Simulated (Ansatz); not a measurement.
# Grüneisen parameters and expansion of InTe2 (hypothetical, Fm-3m), part 2 of 3

Aim: how the vibrations of InTe2 (hypothetical) shift with volume, and the expansion that follows. The crystal structure is hypothetical: it was made by swapping elements on a known structure type.

Ansatz 0.2.0; DFT PBEsol, scalar-relativistic, plane waves, PAW.

So far. Step 2 (Probe on a coarse mesh): The start is under 16 GPa at this level and looks like a metal on this mesh. Step 5 (Relaxing to small residual forces and stress): The residual pressure is -0.0066 GPa, small enough for phonons.

## 6. Phonons, V/V0 1

Phonons at this volume give one point of F(V, T); meshes stay fixed along the series.

input.yaml

```yaml
crystal:
  lattice:
    - [0.0, 3.6101189654, 3.6101189654]
    - [3.6101189654, 0.0, 3.6101189654]
    - [3.6101189654, 3.6101189654, 0.0]
  atoms:
    - { symbol: In, position: [0.0, 0.0, 0.0] }
    - { symbol: Te, position: [0.75, 0.75, 0.75] }
    - { symbol: Te, position: [0.25, 0.25, 0.25] }
kpoints:
  mp_grid: { grid: [10, 10, 10] }
hamiltonian:
  xc: pbesol
scf:
  occupations: { method: methfessel_paxton, width: 0.15 }
output:
  eigenvalues: true
phonons:
  method: dfpt
  qmesh: [2, 2, 2]
  temperatures: { t_max: 1000, t_step: 50 }
  qpath:
    path:
      - [[0.0, 0.0, 0.0], [0.5, 0.0, 0.5], [0.625, 0.25, 0.625]]
      - [[0.375, 0.375, 0.75], [0.0, 0.0, 0.0], [0.5, 0.5, 0.5], [0.5, 0.25, 0.75], [0.5, 0.0, 0.5]]
    npoints: 10
```

On the command line:

```sh
$ ansatz run input.yaml --threads 4 --pin off --max-ram 8192MiB --backend cpu --events-out ev --progress --plain --runs-dir out
```

Numbers of over 12 decimals in the logs are rounded to 6 here.

Log:

```text
[...]
Crystal: 3 atoms, lattice volume = 94.101 Å³
Basis set: ecut = 420 eV, 1837 PW (Γ), exchange–correlation on 72×72×72 points (8 copies of the dense FFT grid, shifted against one another)
Bands: 27, of which v1, the nominal top of the filled ones, is band 23 counted from 1 (22 counted from 0)
Symmetry: 48 space group operations
k-points: 47 of 1000
[...]
SCF iter   1: F=—  HF=-19327.946223 eV  |F-HF|=—  |Δ(HF+E_count)|=         —  Δρ=2.01e-3  dr2=3.75e-3  ethr=1.77e-3  ⟨swp⟩=6.1  Hψ=5448  notcnv=0
[...]
SCF iter   9: F=-19327.942801 eV  HF=-19327.942801 eV  |F-HF|=3.64e-12  |Δ(HF+E_count)|=  3.64e-12  S|Δr|=    0.00e0  Δρ=7.20e-8  dr2=3.42e-12  ethr=1.00e-12  ⟨swp⟩=6.2  Hψ=5586  notcnv=0
SCF 1 converged in 9 iterations: F = -19327.942801 eV  dr2 = 3.42e-12
[...]
phonons: the bands overlap, so this run is a metal and interpolates without the dipole-dipole term. If the crystal is really an insulator or semiconductor, its LO-TO splitting is missing
NSCF: frozen V_eff on 47 k-points
[...]
DFPT response loops at q = (0, 0, 0) (fractional): preconditioner auto → Kerker (q_TF=auto, 2.413 Å⁻¹) (partly filled bands, converged f_vac=0.064); β = 1.00, the filter's whole step (`scf.mixing.beta` (0.50) is not read by the response loops under this deck's `scf.mixing.preconditioner`; to damp them name `kerker` or `kerker_dos`, under which they read `scf.mixing.beta`, and type it under 1.00, their step now; both keys bind the ground state too); Broyden in place of MSR1
[...]
SCF converged after 9 iterations
[...]
Free energy (F): -19327.942801 eV
[...]
Internal energy: -19327.942405 eV  (E = F + TS)
E sigma→0 (E₀):  -19327.942702 eV
Entropy (-TS):   -0.000396 eV (-0.132 meV/atom)
Fermi energy:    8.931961 eV
[...]
--- Band table (eV; the first three rows and the last of 47) ---
  k-point 0: bands = [... 19 lower, 6.1055, 6.7876, 7.8434, 7.8434, 7.8434, 10.8015, 10.8015, 10.8015]
  k-point 1: bands = [... 19 lower, 6.0773, 6.4091, 7.7624, 7.7624, 8.6421, 10.8917, 10.9064, 10.9064]
  k-point 2: bands = [... 19 lower, 6.0178, 6.3649, 7.5372, 7.5372, 9.5069, 11.2650, 11.2650, 11.5270]
  k-point 46: bands = [... 19 lower, 5.7559, 7.1169, 8.8886, 9.6922, 9.8775, 12.0331, 13.5702, 13.9978]
--- Phonons (Γ-DFPT): 2 representative perturbations + reference (Σ response iterations 6) ---
  ASR residual: 1.105e-4 → 0.000e0 eV/Å²; symmetrization residual: 6.715e-5 eV/Å²
  ASR residual per site (eV/Å²): 4.03e-5 1.11e-4 1.11e-4
  Γ frequencies (cm⁻¹): -24.73 -24.73 -24.73 0.00 0.00 0.00 84.48 84.48 84.48
--- Phonons (arbitrary-q DFPT): 3 irreducible q on the 2×2×2 mesh ---
  q = [0.0000, 0.0000, 0.0000] (star 1, of the zone-centre solve; hermiticity 6.46e-5, symmetrization 9.93e-12): -24.73 -24.73 -24.73 -0.00 -0.00 0.00 84.48 84.48 84.48
  q = [0.0000, 0.0000, -0.5000] (star 4, 2 solved perturbations on 282 of 1000 k-point pairs; hermiticity 1.07e-5, symmetrization 5.70e-7): -58.49 -40.64 -40.64 -29.53 44.95 44.95 88.29 88.29 92.33
  q = [0.0000, -0.5000, -0.5000] (star 3, 4 solved perturbations in 546 linear systems a pass and spin channel, the states on 171 of 1000 k-point pairs; hermiticity 5.36e-5, symmetrization 2.28e-9): -85.12 -59.37 -59.37 -29.62 -29.62 54.43 72.55 101.50 101.50
  sum rule: each row above includes the acoustic sum rule's correction from the zone centre's row sums; it moved no ω² by more than (0.49 cm⁻¹)²
  mesh force constants: q→R imaginary residual 6.45e-17; ASR residual 1.105e-4 → 0.000e0 eV/Å²; symmetrization residual 2.665e-15 eV/Å²
  interpolated dispersion: 62 rows × 9 modes
  density of states and harmonic sums: on the 16×16×16 q-mesh, interpolated from the force constants of a 2×2×2 supercell (no non-analytic term)
  largest difference from the sums on the solved wave vectors: F 2.05e-1 eV, S 2.51e-4 and C_V 4.84e-5 eV/K
  zero-point energy: 0.020755 eV/cell   skipped modes (ω ≤ 0): 589, of them read as no rigid motion or as one in doubt: 586 (4.086e0 modes/cell left out, lowest -85.12 cm⁻¹)   left out of the sums: 4.54e-1 of the cell's modes: C_V's classical limit lies that fraction below 3 k_B per atom; for a crystal, a wire or a layer, F and S can be off by more, and a phonons.interpolated_qmesh denser along its periods is the remedy for the sampling
```

Wall time 1.9 min (4 threads of Arm Neoverse V1, shared host); peak memory 2 GiB; 7.5 min of CPU time.

Numbers from this step:

| Property | Result |
| --- | --- |
| lowest frequency on the path | -85.12 cm⁻¹ |
| point group | m-3m |
| highest frequency | 101.5 cm⁻¹ |

No LO-TO term. The phonon branches at the labelled points (cm⁻¹):

```tsv
point	branch 1	branch 2	branch 3	branch 4	branch 5	branch 6	branch 7	branch 8	branch 9
Γ	-25	-25	-25	0	0	0	84	84	84
halfway	-61	-45	-45	25	25	39	81	91	91
X	-85	-59	-59	-30	-30	54	72	102	102
halfway	-83	-61	-56	-32	-30	57	74	100	101
U	-77	-63	-46	-33	-29	59	79	98	98
jump to K	-77	-63	-46	-33	-29	59	79	98	98
halfway	-60	-29	-21	-10	10	33	85	88	91
Γ	-25	-25	-25	0	0	0	84	84	84
halfway	-50	-35	-35	20	34	34	86	86	86
L	-58	-41	-41	-30	45	45	88	88	92
halfway	-65	-62	-40	-17	13	48	89	89	97
W	-72	-71	-39	-39	-36	64	87	87	101
halfway	-81	-63	-53	-33	-31	60	76	97	101
X	-85	-59	-59	-30	-30	54	72	102	102
```

The phonon branches as a text plot (rows in cm⁻¹):

```
     98 |       ***************                     *************
     90 |    ***             *****          *****************
     82 |********         ******************               ***
     74 |        *********                                    ***
     67 |                                                ***
     59 |             ******                            *   ****
     51 |        *****      *                         **        *
     43 |       *            **               ****** *
     35 |    ***               *****        **     **
     28 |  *****                    *    ***        **
     20 | **                      ****  **  *        *
     12 | *     *               *    *  *          *  *
      4 |                      * *
     -3 |*                     *     ***     *
    -11 |                       *****
    -19 |        *           ** **  *         *   *   **
    -27 |**       ****************** *****     ***     **     ***
    -35 |  **          *****        **  ******          *******
    -42 |   ****               *    *     *   **************
    -50 |    ** **      ***  **   **       ***     *        **
    -58 |      *  ******    *   **            ********        ***
    -66 |       *       ********                      ***   **
    -73 |        *        **                             ***
    -81 |         ********                                  *****
         Γ           X  U|K            Γ         L        W     X
```

Tetrahedra on 16 16 16, mean over bins of 2 cm⁻¹. The phonon density of states by wavenumber; read off at these points:

wavenumber (cm⁻¹), phonon density of states (1/cm⁻¹/cell) and a bar:
```
    -85.0      0.002 
    -79.0      0.018 ##
    -75.0      0.027 ####
    -69.0      0.048 ######
    -65.0      0.070 #########
    -59.0      0.088 ############
    -55.0      0.056 ########
    -49.0      0.051 #######
    -45.0      0.059 ########
    -41.0      0.108 ###############
    -39.0      0.088 ############
    -35.0      0.063 ########
    -33.0      0.092 ############
    -29.0      0.091 ############
    -25.0      0.059 ########
    -19.0      0.026 ###
    -15.0      0.017 ##
     -9.0      0.014 ##
     -5.0      0.017 ##
      1.0      0.020 ###
      5.0      0.022 ###
     11.0      0.024 ###
     15.0      0.024 ###
     21.0      0.030 ####
     25.0      0.028 ####
     31.0      0.040 #####
     35.0      0.070 #########
     41.0      0.034 #####
     45.0      0.022 ###
     51.0      0.027 ####
     55.0      0.035 #####
     61.0      0.016 ##
     65.0      0.000 
     71.0      0.000 
     75.0      0.014 ##
     81.0      0.046 ######
     85.0      0.193 ##########################
     87.0      0.223 ##############################
     91.0      0.142 ###################
     95.0      0.123 #################
    101.0      0.064 #########
```

The modes has structure finer than the step of the table below, so its rows give means over 10 cm⁻¹, whole bins alone (the curve runs from -94.5 to 114 cm⁻¹). Peaks (cm⁻¹: height): In -31.5: 0.0331, 86.7: 0.137; Te -63.0: 0.0753, -40.6: 0.0707, -31.5: 0.0616, 34.2: 0.0569, 55.2: 0.0307, 88.0: 0.0578.

Phonopy on the run's constants, 13x13x13 mesh, Gaussian sigma 2.0 cm⁻¹. Table of modes by wavenumber; means over each step; values in 1/cm⁻¹/cell:

```tsv
wavenumber (cm⁻¹)	In	Te
-80	1.2e-4	0.0160
-70	0.00268	0.0441
-60	0.00743	0.0693
-50	0.00683	0.0472
-40	0.0190	0.0584
-30	0.0273	0.0523
-20	0.0100	0.0266
-10	0.00464	0.0156
0	0.00132	0.00687
10	0.00316	0.0162
20	0.00436	0.0269
30	0.00386	0.0408
40	0.00389	0.0359
50	0.00325	0.0239
60	0.00111	0.0200
70	0.00299	7.2e-4
80	0.0469	0.0143
90	0.108	0.0512
100	0.0425	0.0329
```

No LO-TO term. Modes at Γ, with each element's share of the kinetic energy (negative means imaginary):

```tsv
mode	frequency (cm⁻¹)	symmetry	In %	Te %
1	-24.7	T2g	0	100
2	-24.7	T2g	0	100
3	-24.7	T2g	0	100
4	0.0	T1u	31	69
5	0.0	T1u	31	69
6	0.0	T1u	31	69
7	84.5	T1u	69	31
8	84.5	T1u	69	31
9	84.5	T1u	69	31
```

Displacements in mode 1 (-24.7 cm⁻¹), the largest set to 1:
```
In1  0.00  0.00  0.00
Te2  0.08  0.20  1.00
Te3 -0.08 -0.20 -1.00
```

Displacements in mode 8 (84.5 cm⁻¹), the largest set to 1:
```
In1  0.00  1.00  0.63
Te2  0.00 -0.45 -0.28
Te3  0.00 -0.45 -0.28
```

The lowest solved frequency is -85.1 cm⁻¹, so the cell is unstable here and gives no valid free energy.

## 7. A cell at another volume, V/V0 1.015

Symmetry fixes every atom, so a single point at the scaled cell gives the energy and pressure of this member.

The cell differs from the one that the last finished run ended in (a 5.105 → 5.131 Å, b 5.105 → 5.131 Å, c 5.105 → 5.131 Å).

input.yaml, the sections that differ from step 6:

```yaml
crystal:
  lattice:
    - [0.0, 3.6280800519, 3.6280800519]
    - [3.6280800519, 0.0, 3.6280800519]
    - [3.6280800519, 3.6280800519, 0.0]
  atoms:
    - { symbol: In, position: [0.0, 0.0, 0.0] }
    - { symbol: Te, position: [0.75, 0.75, 0.75] }
    - { symbol: Te, position: [0.25, 0.25, 0.25] }
output:
  forces: true
  stress: true
  eigenvalues: true
# kpoints, hamiltonian, scf: as in step 6
# phonons: removed
```

Log:

```text
[...]
Crystal: 3 atoms, lattice volume = 95.513 Å³
Basis set: ecut = 420 eV, 1893 PW (Γ), exchange–correlation on 72×72×72 points (8 copies of the dense FFT grid, shifted against one another)
Bands: 27, of which v1, the nominal top of the filled ones, is band 23 counted from 1 (22 counted from 0)
Symmetry: 48 space group operations
[...]
k-points: 47 of 1000
[...]
SCF iter   1: F=—  HF=-19327.943351 eV  |F-HF|=—  |Δ(HF+E_count)|=         —  Δρ=2.03e-3  dr2=4.39e-3  ethr=1.77e-3  ⟨swp⟩=6.1  Hψ=5447  notcnv=0
[...]
SCF iter   6: F=-19327.939809 eV  HF=-19327.939809 eV  |F-HF|=5.17e-8  |Δ(HF+E_count)|=   8.51e-9  S|Δr|=    0.00e0  Δρ=7.96e-6  dr2=3.74e-8  ethr=2.22e-10  ⟨swp⟩=7.0  Hψ=5655  notcnv=0
SCF 1 converged in 6 iterations: F = -19327.939809 eV  dr2 = 3.74e-8
[...]
SCF converged after 6 iterations
[...]
Free energy (F): -19327.939809 eV
[...]
Internal energy: -19327.939138 eV  (E = F + TS)
E sigma→0 (E₀):  -19327.939641 eV
Entropy (-TS):   -0.000671 eV (-0.224 meV/atom)
Fermi energy:    8.710923 eV
[...]
--- Stress (GPa, compression-positive) ---
       -0.665265      -0.000000       0.000000
        0.000000      -0.665265       0.000000
        0.000000      -0.000000      -0.665265
  P = ⅓ Tr σ = -0.6653 GPa (-6.653 kbar)
--- Band table (eV; the first three rows and the last of 47) ---
  k-point 0: bands = [... 19 lower, 5.9345, 6.5165, 7.6503, 7.6503, 7.6503, 10.6079, 10.6079, 10.6079]
  k-point 1: bands = [... 19 lower, 5.9077, 6.1853, 7.5700, 7.5700, 8.4125, 10.6964, 10.7129, 10.7129]
  k-point 2: bands = [... 19 lower, 5.8516, 6.1639, 7.3479, 7.3479, 9.2635, 11.0679, 11.0679, 11.3100]
  k-point 46: bands = [... 19 lower, 5.5896, 6.9239, 8.6647, 9.4488, 9.6299, 11.8421, 13.3036, 13.7369]
```

Wall time 1.9 s (4 threads); peak memory 0.45 GiB; 6.8 s of CPU time.

Numbers from this step:

* pressure: -0.6653 GPa
* volume per atom: 31.84 Å³

The run ends at a pressure of -0.67 GPa.

## 8. Phonons, V/V0 1.015

Phonons at this volume give one point of F(V, T); meshes stay fixed along the series.

input.yaml, the sections that differ from step 7:

```yaml
output:
  eigenvalues: true
phonons:
  method: dfpt
  qmesh: [2, 2, 2]
  temperatures: { t_max: 1000, t_step: 50 }
  qpath:
    path:
      - [[0.0, 0.0, 0.0], [0.5, 0.0, 0.5], [0.625, 0.25, 0.625]]
      - [[0.375, 0.375, 0.75], [0.0, 0.0, 0.0], [0.5, 0.5, 0.5], [0.5, 0.25, 0.75], [0.5, 0.0, 0.5]]
    npoints: 10
# crystal, kpoints, hamiltonian, scf: as in step 7
```

Log:

```text
[...]
Crystal: 3 atoms, lattice volume = 95.513 Å³
Basis set: ecut = 420 eV, 1893 PW (Γ), exchange–correlation on 72×72×72 points (8 copies of the dense FFT grid, shifted against one another)
Bands: 27, of which v1, the nominal top of the filled ones, is band 23 counted from 1 (22 counted from 0)
Symmetry: 48 space group operations
k-points: 47 of 1000
[...]
k-point 46: bands = [... 19 lower, 5.5896, 6.9239, 8.6646, 9.4488, 9.6299, 11.8421, 13.3036, 13.7369]
[...]
ASR residual: 3.276e-5 → 0.000e0 eV/Å²; symmetrization residual: 6.602e-5 eV/Å²
  ASR residual per site (eV/Å²): 1.17e-5 3.28e-5 3.28e-5
  Γ frequencies (cm⁻¹): -32.22 -32.22 -32.22 0.00 0.00 0.00 80.21 80.21 80.21
--- Phonons (arbitrary-q DFPT): 3 irreducible q on the 2×2×2 mesh ---
[...]
interpolated dispersion: 62 rows × 9 modes
[...]
[key lines of the parts left out:]
SCF converged after 10 iterations
Free energy (F): -19327.939809 eV
Fermi energy:    8.710918 eV
```

Elapsed: 1.9 min, on 4 threads; peak memory 2 GiB; 7.5 min of CPU time.

No LO-TO term. Phonon branches along the path, in cm⁻¹:

```tsv
point	branch 1	branch 2	branch 3	branch 4	branch 5	branch 6	branch 7	branch 8	branch 9
Γ	-32	-32	-32	0	0	0	80	80	80
halfway	-62	-45	-45	19	19	36	77	86	86
X	-84	-60	-60	-30	-30	49	69	96	96
halfway	-82	-62	-57	-32	-30	52	71	95	96
U	-76	-63	-48	-34	-30	54	75	93	93
jump to K	-76	-63	-48	-34	-30	54	75	93	93
halfway	-60	-31	-22	-17	-15	28	81	84	86
Γ	-32	-32	-32	0	0	0	80	80	80
halfway	-51	-36	-36	14	30	30	82	82	82
L	-58	-40	-40	-34	41	41	84	84	88
halfway	-64	-62	-40	-20	-7	43	84	84	93
W	-72	-71	-40	-40	-36	60	82	82	96
halfway	-81	-63	-54	-34	-32	55	73	92	96
X	-84	-60	-60	-30	-30	49	69	96	96
```

The phonon branches as a text plot (rows in cm⁻¹):

```
     93 |       ****************                   **************
     85 |    ***             *******        ****************
     78 |********        *******************               ***
     70 |        ********                                     ***
     62 |                                                ***
     55 |              *****                            *   ***
     47 |        ******     *                          *       **
     40 |       *            **               ******  *
     32 |    ***               * ***        **     ***
     25 |  ****                 *   *    ***        *
     17 |  *   *                    **  * * *        *
     10 | *                       ** *   *           *
      2 |*                            ***
     -5 |       *                    *             *  *
    -13 |                      ******        *
    -20 |        *           *******                  **
    -28 |         ****************  **        **  *    **     ***
    -35 |***           ******     ************* **      *******
    -43 |   ****           *   *    *    **    *************
    -50 |    ** **      ***  **   **       ***     *        **
    -58 |         ******    *   **            ********        ***
    -66 |      **       ********                      ***   ***
    -73 |        *        **                             ***
    -81 |         ********                                  *****
         Γ           X  U|K            Γ         L        W     X
```

The lowest solved frequency is -84.4 cm⁻¹, so the cell is unstable here and gives no valid free energy. The highest zone-centre mode (no LO–TO term) moved by -5.1 % for a volume change of +1.5 %.

## 9. Single point at a scaled cell, V/V0 0.985

Symmetry fixes every atom, so a single point at the scaled cell gives the energy and pressure of this member.

The cell differs from the one that the last finished run ended in (a 5.131 → 5.080 Å, b 5.131 → 5.080 Å, c 5.131 → 5.080 Å).

input.yaml, the sections that differ from step 8:

```yaml
crystal:
  lattice:
    - [0.0, 3.5919773579, 3.5919773579]
    - [3.5919773579, 0.0, 3.5919773579]
    - [3.5919773579, 3.5919773579, 0.0]
  atoms:
    - { symbol: In, position: [0.0, 0.0, 0.0] }
    - { symbol: Te, position: [0.75, 0.75, 0.75] }
    - { symbol: Te, position: [0.25, 0.25, 0.25] }
output:
  forces: true
  stress: true
  eigenvalues: true
  write_density: true
  write_potential: true
  elf: true
  volumetric_format: npy
# kpoints, hamiltonian, scf: as in step 8
# phonons: removed
```

Log:

```text
[...]
Crystal: 3 atoms, lattice volume = 92.690 Å³
Basis set: ecut = 420 eV, 1837 PW (Γ), exchange–correlation on 72×72×72 points (8 copies of the dense FFT grid, shifted against one another)
Bands: 27, of which v1, the nominal top of the filled ones, is band 23 counted from 1 (22 counted from 0)
Symmetry: 48 space group operations
[...]
k-points: 47 of 1000
[...]
--- Band table (eV; the first three rows and the last of 47) ---
  k-point 0: bands = [... 19 lower, 6.2819, 7.0676, 8.0421, 8.0421, 8.0421, 11.0007, 11.0007, 11.0007]
  k-point 1: bands = [... 19 lower, 6.2521, 6.6423, 7.9604, 7.9604, 8.8795, 11.0927, 11.1054, 11.1054]
  k-point 2: bands = [... 19 lower, 6.1890, 6.5734, 7.7320, 7.7320, 9.7572, 11.4675, 11.4675, 11.7510]
  k-point 46: bands = [... 19 lower, 5.9276, 7.3160, 9.1184, 9.9430, 10.1326, 12.2297, 13.8443, 14.2658]
[key lines of the parts left out:]
SCF converged after 6 iterations
Free energy (F): -19327.939720 eV
Fermi energy:    9.159052 eV
P = ⅓ Tr σ = 0.7131 GPa (7.131 kbar)
```

Run time: 2.5 s. Hardware: 4 threads; peak memory 0.45 GiB; 9 s of CPU time.

The run ends at a pressure of 0.71 GPa.

## 10. Lattice dynamics at this volume, V/V0 0.985

The same q-mesh and k-mesh are kept at every volume, so that much of their error can cancel in the differences.

input.yaml, the sections that differ from step 9:

```yaml
output:
  eigenvalues: true
phonons:
  method: dfpt
  qmesh: [2, 2, 2]
  temperatures: { t_max: 1000, t_step: 50 }
  qpath:
    path:
      - [[0.0, 0.0, 0.0], [0.5, 0.0, 0.5], [0.625, 0.25, 0.625]]
      - [[0.375, 0.375, 0.75], [0.0, 0.0, 0.0], [0.5, 0.5, 0.5], [0.5, 0.25, 0.75], [0.5, 0.0, 0.5]]
    npoints: 10
# crystal, kpoints, hamiltonian, scf: as in step 9
```

Log:

```text
[...]
Crystal: 3 atoms, lattice volume = 92.690 Å³
Basis set: ecut = 420 eV, 1837 PW (Γ), exchange–correlation on 72×72×72 points (8 copies of the dense FFT grid, shifted against one another)
Bands: 27, of which v1, the nominal top of the filled ones, is band 23 counted from 1 (22 counted from 0)
Symmetry: 48 space group operations
k-points: 47 of 1000
[...]
k-point 46: bands = [... 19 lower, 5.9276, 7.3160, 9.1184, 9.9430, 10.1327, 12.2298, 13.8444, 14.2659]
[...]
ASR residual: 6.832e-5 → 0.000e0 eV/Å²; symmetrization residual: 5.527e-5 eV/Å²
  ASR residual per site (eV/Å²): 8.19e-6 6.83e-5 6.83e-5
  Γ frequencies (cm⁻¹): -10.11 -10.11 -10.11 0.00 0.00 0.00 88.81 88.81 88.81
--- Phonons (arbitrary-q DFPT): 3 irreducible q on the 2×2×2 mesh ---
[...]
interpolated dispersion: 62 rows × 9 modes
[...]
[key lines of the parts left out:]
SCF converged after 9 iterations
Free energy (F): -19327.939720 eV
Fermi energy:    9.159117 eV
```

Elapsed: 1.9 min, on 4 threads; peak memory 2 GiB.

The lowest solved frequency is -85.8 cm⁻¹, so the cell is unstable here and gives no valid free energy. The highest zone-centre mode (no LO–TO term) moved by +5.1 % for a volume change of -1.5 %.

[end of part 2 of 3]

[Logs are printed without paths, hosts, clocks, repeated set-up lines and the standing remarks that a program may print on its own settings, such as how far it seeks lower states.]

[Hosts, paths, dates, database ids (printed as entryN), source tags and the programs' standing remarks are cut or masked in the printed files.]

[A step with changed settings may run another functional than the one named; its input shows which.]

[Of the runs on displaced cells, only some may be shown.]
